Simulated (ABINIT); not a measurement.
# WSe2 (P6_3/mmc): G0W0 with ABINIT, start to end, part 2 of 2

Aim: the G0W0 gap of WSe2 (P6_3/mmc) on PBE, step by step.

ABINIT 10.8.3; PBE and many-body steps on it, plane waves. Known limits of the many-body steps: not at the basis limit; no spin-orbit coupling; coarse k mesh.

So far. Step 2 (Ground state): The gap is indirect, with the least direct gap 0.55 eV higher. Step 3 (Empty states on the mesh, 3×3×1 mesh, 143 bands): On this mesh the gap is 1.330 eV. The earlier step found 0.978 eV, so this mesh misses an edge.

The database entry behind the starting cell differs from later determinations by our own check (a about 0.2 % long), so it need not match the best structure at ambient conditions.

**4. Screening, 3×3×1 mesh, 131 bands, screening to 87.1 eV**

The RPA dielectric matrix is built and inverted for each q.

This step: RPA screening on PBE, plane waves, norm-conserving pseudopotentials.

The input, run.abi:

```
acell 3*1.0 Angstrom
rprim 
  3.290000000028 -0.000000000007 0.000000000000
  -1.645000000008 2.849223578479 0.000000000000
  0.000000000000 0.000000000000 12.970000000000
ntypat 2
znucl 74 34
natom 6
typat 1 1 2 2 2 2
xred 
  0.333333333333 0.666666666667 0.250000000000
  0.666666666667 0.333333333333 0.750000000000
  0.333333333333 0.666666666667 0.621000000000
  0.666666666667 0.333333333333 0.121000000000
  0.333333333333 0.666666666667 0.879000000000
  0.666666666667 0.333333333333 0.379000000000
pp_dirpath "pseudos"
pseudos "W.upf, Se.upf"
ecut 58
ngkpt 3 3 1
nshiftk 1
shiftk 0 0 0
kptopt 1
chksymbreak 0
istwfk *1
occopt 1
irdwfk 1
optdriver 3
nband 131
ecuteps 3.2
inclvkb 2
awtr 1
symchi 1
indata_prefix "in"
outdata_prefix "out"
tmpdata_prefix "tmp"
```

Started as:

```console
$ OMP_NUM_THREADS=1 mpirun -n 4 abinit run.abi > log
```

Numbers of over 12 decimals in the logs are rounded to 6 here.

What it wrote:

```text
.Version 10.8.3 of ABINIT. v10.8.2 released Aug 2026.

 Symmetries : space group P6_3/m m c (#194); Bravais hP (primitive hexag.)
[... echo of the input left out ...]
== DATASET  1 ==================================================================
-   mpi_nproc: 4, omp_nthreads: 1 (-1 if OMP is not activated)

--- !DatasetInfo
iteration_state: {dtset: 1, }
dimensions: {natom: 6, nkpt: 3, mband: 131, nsppol: 1, nspinor: 1, nspden: 1, mpw: 17365, }
cutoff_energies: {ecut:  58.0, pawecutdg:  -1.0, }
electrons: {nelect:   1.24000000E+02, charge:   0.00000000E+00, occopt:   1.00000000E+00, tsmear:   1.00000000E-02, }

 SCREENING: Calculation of the susceptibility and dielectric matrices

 Based on a program developped by R.W. Godby, V. Olevano, G. Onida, and L. Reining.
 Incorporated in ABINIT by V. Olevano, G.-M. Rignanese, and M. Torrent.
.Using double precision arithmetic ; gwpc =  8

[... cell and pseudopotentials left out ...]
--------------------------------------------------------------------------------

 ==== K-mesh for the wavefunctions ====
 Number of points in the irreducible wedge :     3
[... list of points left out ...]
 Together with 24 symmetry operations and time-reversal symmetry
 yields     9 points in the full Brillouin Zone.

 ==== Q-mesh for the screening function ====
 Number of points in the irreducible wedge :     3
[... list of points left out ...]
 Together with 24 symmetry operations and time-reversal symmetry
 yields     9 points in the full Brillouin Zone.

 setmesh: FFT mesh size selected  =    24x   24x  108
          total number of points  =        62208

 vcoul_init : cutoff-mode = AUXILIARY_FUNCTION
 q-points for optical limit:   1
     1)      0.000010    0.000020    0.000030

- screening: taking advantage of time-reversal symmetry
- Maximum band index for partially occupied states nbvw = 62
- Remaining bands to be divided among processors   nbcw = 69
- Number of bands treated by each node ~17

 Number of electrons calculated from density =  124.0000; Expected =  124.0000
 average of density, n =  0.151134
 r_s =    1.1646
 omega_plasma =   37.5005 [eV]

 calculating chi0 at frequencies [eV] :
  1    0.000000E+00    0.000000E+00
  2    0.000000E+00    3.750049E+01

--------------------------------------------------------------------------------
  q-point number  1        q = ( 0.000000, 0.000000, 0.000000) [r.l.u.]
--------------------------------------------------------------------------------
[... chi0 elements left out ...]
 For q-point:  0.000010 0.000020 0.000030
  dielectric constant =  19.0637
  dielectric constant without local fields =  20.9940

  Average fulfillment of the sum rule on Im[epsilon] for q-point    1 :     34.81  [%]
[... wings left out ...]
  q-point number  2        q = ( 0.333333, 0.000000, 0.000000) [r.l.u.]
--------------------------------------------------------------------------------
[... chi0 elements left out ...]
  Average fulfillment of the sum rule on Im[epsilon] for q-point    2 :     32.14  [%]

 [... 1 further q-points ...]
```

It took 72 s on 4 MPI ranks of Arm Neoverse V2, shared host; peak memory 2.4 GiB; 4.8 min of CPU time.

This step gave:

| Item | Value |
| --- | --- |
| ε∞ with local fields, on this mesh, along the program's q direction | 19.06 |
| the same without local fields | 20.99 |
| plasma frequency | 37.50 eV |
| plane waves in the screening matrix | 229 |

Local fields lower ε∞ by 9 %. On a Γ-centred mesh this coarse the value itself is usually too large, while a short band sum pulls it down.

**5. Self-energy, 3×3×1 mesh, 131 bands, screening to 87.1 eV**

The self-energy is evaluated for the states that the input lists, and the levels follow from it, in one-shot runs by the linearised quasiparticle equation.

This step: G0W0 on PBE, plane waves, norm-conserving pseudopotentials.

Edit run.abi of step 4 so:

```diff
@@ -27,8 +27,17 @@
 irdwfk 1
-optdriver 3
+optdriver 4
 nband 131
+gwcalctyp 0
+ecutsigx 58
+symsigma 1
+nkptgw 2
+kptgw 
+  0.0000000000 0.0000000000 0.0000000000
+  0.3333333333 0.3333333333 0.0000000000
+bdgw 
+  61 64
+  61 64
 ecuteps 3.2
-inclvkb 2
-awtr 1
-symchi 1
+irdscr 1
+ppmodel 1
 indata_prefix "in"
```

What it wrote:

```text
.Version 10.8.3 of ABINIT. v10.8.2 released Aug 2026.

 Symmetries : space group P6_3/m m c (#194); Bravais hP (primitive hexag.)
[... echo of the input left out ...]
== DATASET  1 ==================================================================
-   mpi_nproc: 4, omp_nthreads: 1 (-1 if OMP is not activated)

--- !DatasetInfo
iteration_state: {dtset: 1, }
dimensions: {natom: 6, nkpt: 3, mband: 131, nsppol: 1, nspinor: 1, nspden: 1, mpw: 17365, }
cutoff_energies: {ecut:  58.0, pawecutdg:  -1.0, }
electrons: {nelect:   1.24000000E+02, charge:   0.00000000E+00, occopt:   1.00000000E+00, tsmear:   1.00000000E-02, }

 SIGMA: Calculation of the GW corrections

 Based on a program developped by R.W. Godby, V. Olevano, G. Onida, and L. Reining.
 Incorporated in ABINIT by V. Olevano, G.-M. Rignanese, and M. Torrent.
.Using double precision arithmetic ; gwpc =  8

[... cell and pseudopotentials left out ...]
--------------------------------------------------------------------------------

 ==== K-mesh for the wavefunctions ====
 Number of points in the irreducible wedge :     3
[... list of points left out ...]
 Together with 24 symmetry operations and time-reversal symmetry
 yields     9 points in the full Brillouin Zone.

 ==== Q-mesh for screening function ====
 Number of points in the irreducible wedge :     3
[... list of points left out ...]
 Together with 24 symmetry operations and time-reversal symmetry
 yields     9 points in the full Brillouin Zone.

 vcoul_init : cutoff-mode = AUXILIARY_FUNCTION
 q-points for optical limit:   1
     1)      0.000010    0.000020    0.000030
 setmesh: FFT mesh size selected  =    40x   40x  180
          total number of points  =       288000

 Number of electrons calculated from density =  124.0000; Expected =  124.0000
 average of density, n =  0.151134
 r_s =    1.1646
 omega_plasma =   37.5005 [eV]

 === KS Band Gaps ===
  >>>> For spin  1
   Minimum direct gap =   1.5238 [eV], located at k-point      :   0.3333  0.3333  0.0000
   Fundamental gap    =   1.3302 [eV], Top of valence bands at :   0.0000  0.0000  0.0000
                                       Bottom of conduction at :   0.3333  0.3333  0.0000
 SIGMA fundamental parameters:
 PLASMON POLE MODEL  1
 number of plane-waves for SigmaX                17365
 number of plane-waves for SigmaC and W            229
 number of plane-waves for wavefunctions         17365
 number of bands                                   131
 number of independent spin polarizations            1
 number of spinorial components                      1
 number of k-points in IBZ                           3
 number of q-points in IBZ                           3
 number of symmetry operations                      24
 number of k-points in BZ                            9
 number of q-points in BZ                            9
 number of frequencies for dSigma/dE                 9
 frequency step for dSigma/dE [eV]                0.25
 number of omega for Sigma on real axis              0
 max omega for Sigma on real axis  [eV]           0.00
 zcut for avoiding poles [eV]                     0.10

 EPSILON^-1 parameters (SCR file):
 dimension of the eps^-1 matrix on file            229
 dimension of the eps^-1 matrix used               229
 number of plane-waves for wavefunctions         17365
 number of bands                                   131
 number of q-points in IBZ                           3
 number of frequencies                               2
 number of real frequencies                          1
 number of imag frequencies                          1

 matrix elements of self-energy operator (all in [eV])

 Perturbative Calculation

--- !SelfEnergy_ee
iteration_state: {dtset: 1, }
kpoint     : [   0.000,    0.000,    0.000, ]
spin       : 1
KS_gap     :    2.641
QP_gap     :    3.140
Delta_QP_KS:    0.499
data: !SigmaeeData |
     Band     E0 <VxcDFT>   SigX SigC(E0)      Z dSigC/dE  Sig(E)    E-E0       E
       61   8.758 -14.826 -17.379   2.716   0.806  -0.241 -14.694   0.132   8.889
       62   9.827 -16.046 -16.694   1.431   0.798  -0.253 -15.421   0.624  10.451
       63  12.468 -15.994 -11.310  -3.287   0.804  -0.244 -14.871   1.123  13.592
       64  12.468 -15.994 -11.310  -3.287   0.804  -0.244 -14.871   1.123  13.592

--- !SelfEnergy_ee
iteration_state: {dtset: 1, }
kpoint     : [   0.333,    0.333,    0.000, ]
spin       : 1
KS_gap     :    1.524
QP_gap     :    2.142
Delta_QP_KS:    0.618
data: !SigmaeeData |
     Band     E0 <VxcDFT>   SigX SigC(E0)      Z dSigC/dE  Sig(E)    E-E0       E
       61   9.388 -14.952 -16.073   1.714   0.797  -0.255 -14.480   0.473   9.860
       62   9.634 -15.594 -16.603   1.711   0.796  -0.256 -15.034   0.560  10.193
       63  11.158 -16.260 -11.196  -3.581   0.794  -0.259 -15.082   1.178  12.336
       64  11.158 -16.260 -11.196  -3.581   0.794  -0.259 -15.082   1.178  12.336

== END DATASET(S) ==============================================================
================================================================================

 -outvars: echo values of variables after computation  --------
           etotal      0.0000000000E+00
            nband         131
             nkpt           3
          spgroup         194
 [... the other variables as echoed above ...]

 Calculation completed.
```

Wall time 10 s (4 MPI ranks); peak memory 1.8 GiB.

This step gave:

| Item | Value |
| --- | --- |
| G0W0 gap on the points computed | 1.885 eV |
| starting gap on the mesh | 1.330 eV |
| k of the valence top | 0, 0, 0 |
| k of the conduction bottom | 0.3333, 0.3333, 0 |
| Z at the valence top | 0.798 |
| Z at the conduction bottom | 0.794 |
| least direct G0W0 gap on the computed points | 2.143 eV |

The gap on the mesh goes from 1.33 eV to 1.88 eV, a correction of +0.55 eV. The start differs from the 0.98 eV found before because the two sample other k points.

Limits: finite bands, cutoff and mesh; no spin-orbit coupling; coarse k mesh. v1 is the top filled band, c1 the lowest empty one. The levels before and after the correction (eV, zero at the valence-band top of each column):

```tsv
	conduction bottom	valence top
Kohn-Sham	1.33	0.00
G0W0	1.89	0.00
```

```tsv
	level	energy (eV)
Kohn-Sham	Γ v2	-1.070
Kohn-Sham	Γ v1	0.000
Kohn-Sham	Γ c1-c2	2.641
Kohn-Sham	(0.333 0.333 0) v2	-0.440
Kohn-Sham	(0.333 0.333 0) v1	-0.194
Kohn-Sham	(0.333 0.333 0) c1-c2	1.330
G0W0	Γ v2	-1.562
G0W0	Γ v1	0.000
G0W0	Γ c1-c2	3.141
G0W0	(0.333 0.333 0) v2	-0.591
G0W0	(0.333 0.333 0) v1	-0.258
G0W0	(0.333 0.333 0) c1-c2	1.885
```

**6. Where the time went**

Times are wall times on the hardware named with each run, good to a factor of about two.

```tsv
step	time	share	memory (GiB)
ground state	4.3 min	59 %	0.86
empty states on the mesh	1.7 min	23 %	0.45
screening	72 s	16 %	2.4
self-energy	10 s	2 %	1.8
```

**7. Summary of results**

| Quantity | Value |
| --- | --- |
| PBE gap | 0.98 eV, indirect |
| G0W0 gap on the mesh | 1.88 eV |
| G0W0 gap over the zone (rigid shift) | 1.53 eV |
| GW settings | 3×3×1 mesh, 131 bands, screening to 87.1 eV, Godby-Needs plasmon pole |
| known limits | not at the basis limit; no spin-orbit coupling; coarse k mesh |

G0W0 moves the gap on the mesh from 1.33 eV to 1.88 eV (+0.55 eV), with Z of 0.80 and 0.79 at the edges. The mesh misses the band edges by 0.35 eV in all; a rigid shift gives 1.53 eV for the zone. Local fields lower the RPA ε∞ on this mesh from 20.99 to 19.06; a Γ-centred mesh this coarse tends to raise both, most where the direct gap is narrow, while a short band sum lowers them. Only 2 of the mesh's irreducible points were corrected, so a valley elsewhere could overtake. The dearest step here is «ground state». Bands and cutoff are finite, so the gap is not at the basis limit. The miss can reach some tenths of an eV and take either sign; the mesh is an error of its own. In the G0W0 run levels were corrected at 2 k points alone, so a gap called «on the mesh» is the least over those, and an edge elsewhere would be missed. A denser mesh or path gives a starting gap of 0.98 eV: the GW mesh misses a band edge, so its gaps are not the fundamental one. The 3×3×1 mesh is coarse for this cell, which bears on the long-range parts of exchange and screening. The many-body steps are scalar-relativistic: spin-orbit coupling is not in them.

[Paths, hosts, dates, memory and timing lines, banners, echoed tables and standing remarks are left out of the program output.]

[Logs are printed without paths, hosts, clocks, repeated set-up lines and the standing remarks that a program may print on its own settings, such as how far it seeks lower states.]

[Runs of the session that timed out or met a known fault of the program may be left out.]

[Hosts, paths, dates, database ids (printed as entryN), source tags and the programs' standing remarks are cut or masked in the printed files.]

[G0W0 gaps are taken among the corrected bands and points alone; a level outside them can change the order at an edge.]

[Where Ansatz stands beside ABINIT at settings called matched, ABINIT's density can come from a denser mesh and the files from another edition; pairs whose starting gaps differed by over 0.03 eV were left out, so agreement reads better than it is.]
